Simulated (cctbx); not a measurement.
# Y4Ge6Rh7: solution and refinement

Cell a = 8.2470 Å, b = 8.2470 Å, c = 8.2470 Å, α = 90.00°, β = 90.00°, γ = 90.00°; space group Im-3m (no. 229); content Rh14 Y8 Ge12.

Simulated single-crystal data (cctbx): Mo Kα, λ = 0.71073 Å, to d = 0.6 Å, 70 % of the full sphere, strongest reflection 20000 counts, noise from counting, a 2 % proportional error and a noise floor of 15 counts (s.d.); no absorption.

Charge flipping in P1 on plain amplitudes to 0.8 Å, δ = 0.9 σ, 30 % of the reflections treated as weak, 150 cycles:

```text
cycle      R  skewness
    0  0.600     0.35
   12  0.455     2.24
   24  0.384     4.01
   36  0.321     4.01
   48  0.325     3.94
   60  0.326     3.97
   72  0.324     3.95
   84  0.330     3.84
   96  0.326     3.82
  108  0.325     3.80
  120  0.310     3.84
  132  0.315     3.99
  144  0.308     3.95
origin shift          correlation  skewness
 0.430  0.162  0.644      0.984      6.05
 0.205  0.165  0.397      0.984      5.47
 0.199  0.405  0.400      0.983      3.52
 0.436  0.402  0.642      0.981      3.51
taken: symmetry correlation 0.984, skewness 6.05
peak      x       y       z  mult  height/sigma
Q1    0.0000  0.2500  0.5000   12     14.8
Q2    0.0000  0.0000  0.2857   12      7.5
Q3    0.0000  0.0000  0.0000    2      7.3
Q4    0.2500  0.2500  0.2500    8      4.3
Q5    0.0000  0.2302  0.2302   24      2.0
Q6    0.0000  0.0985  0.5000   24      1.7
Q7    0.0000  0.0992  0.1907   48      1.1
Q8    0.0000  0.1397  0.3043   48      1.0
Q9    0.0852  0.0852  0.0852   16      0.9
```

The origin is taken among those within 0.04 of the best correlation, by the skewness of the map.

It took 6.3 s on 1 thread of AMD EPYC 7R43 64-Core Processor (Zen 3), with other jobs on the host, peak memory 0.07 GiB.

Q: Assign the peaks.

Heights follow Z only loosely here, so the multiplicities, which must add up to the content, decide. First model: Q1 = Rh1 (12 in the cell, height 14.8), Q2 = Ge1 (12 in the cell, height 7.5), Q3 = Rh2 (2 in the cell, height 7.3) and Q4 = Y1 (8 in the cell, height 4.3). Against the true structure, Q1 is Rh, Q2 is Ge, Q3 is Rh and Q4 is Y; the other peaks are not atoms.

Least squares on F², isotropic:

```text
Rint 0.047, 162 unique reflections to 0.60 A
cycle     R1     wR2    GooF  max shift (A)
   1  0.3053  0.5253  32.489   0.17406
   2  0.0109  0.0177   1.097   0.00009
final R1 0.0110 wR2 0.0177 GooF 1.097  parameters 5  data/parameter 32.4
atom        x        y        z      Ueq    occ   su(xyz)  su(Uiso or U11)
Rh1    0.00000  0.25000  0.50000   0.0072  1.000  0.00000  0.0001
Ge1    0.00000  0.00000  0.30679   0.0062  1.000  0.00005  0.0001
Rh2    0.00000  0.00000  0.00000   0.0055  1.000  0.00000  0.0001
Y1     0.25000  0.25000  0.25000   0.0076  1.000  0.00000  0.0001
difference map: max 2.64 min -2.01 rms 0.39
Q1    0.0000  0.0000  0.0000    2    2.64  0.00 A from Rh2
Q2    0.0000  0.0000  0.2738   12    1.88  0.27 A from Ge1
Q3    0.0000  0.0541  0.3506   48    1.28  0.57 A from Ge1
Q4    0.0000  0.1338  0.1338   24    1.26  1.56 A from Rh2
Q5    0.0000  0.0647  0.2042   48    1.21  1.00 A from Ge1
```

Anisotropic refinement:

```text
Rint 0.047, 162 unique reflections to 0.60 A
cycle     R1     wR2    GooF  max shift (A)
   1  0.0109  0.0178   1.110   0.00010
   2  0.0106  0.0169   1.057   0.00000
final R1 0.0106 wR2 0.0169 GooF 1.057  parameters 8  data/parameter 20.2
atom        x        y        z      Ueq    occ   su(xyz)  su(Uiso or U11)
Rh1    0.00000  0.25000  0.50000   0.0072  1.000  0.00000  0.0001
Ge1    0.00000  0.00000  0.30680   0.0063  1.000  0.00005  0.0001
Rh2    0.00000  0.00000  0.00000   0.0055  1.000  0.00000  0.0001
Y1     0.25000  0.25000  0.25000   0.0075  1.000  0.00000  0.0001
difference map: max 2.37 min -2.03 rms 0.38
Q1    0.0000  0.0000  0.0000    2    2.37  0.00 A from Rh2
Q2    0.0000  0.0000  0.2729   12    2.06  0.28 A from Ge1
Q3    0.0000  0.1337  0.1337   24    1.29  1.56 A from Rh2
Q4    0.0000  0.0536  0.3509   48    1.27  0.57 A from Ge1
Q5    0.0000  0.0647  0.2039   48    1.21  1.00 A from Ge1
Q6    0.0000  0.1970  0.1970   24    1.16  1.86 A from Ge1
```

**Reading.** The refinement ends at R1 = 0.0106, wR2 = 0.0169, GooF = 1.06, with difference density between -2.03 and 2.37 e/Å³. Every site matches the true model in element, within 0.001 Å r.m.s., up to an allowed shift of origin.

True model:

| atom | mult. | x | y | z | Ueq (Å²) |
| --- | --- | --- | --- | --- | --- |
| Rh1 | 2 | 0 | 0 | 0 | 0.0055 |
| Rh2 | 12 | 1/4 | 0 | 1/2 | 0.0073 |
| Y1 | 8 | 1/4 | 1/4 | 1/4 | 0.0076 |
| Ge1 | 12 | 0.6932 | 0 | 0 | 0.0064 |

The model was made for the exercise: a known structure type with other elements put in, its volume estimated, not relaxed; displacement parameters are assumed.

[Middle refinement cycles are left out of these outputs.]

[Logs are printed without paths, hosts, clocks, repeated set-up lines and the standing remarks that a program may print on its own settings, such as how far it seeks lower states.]
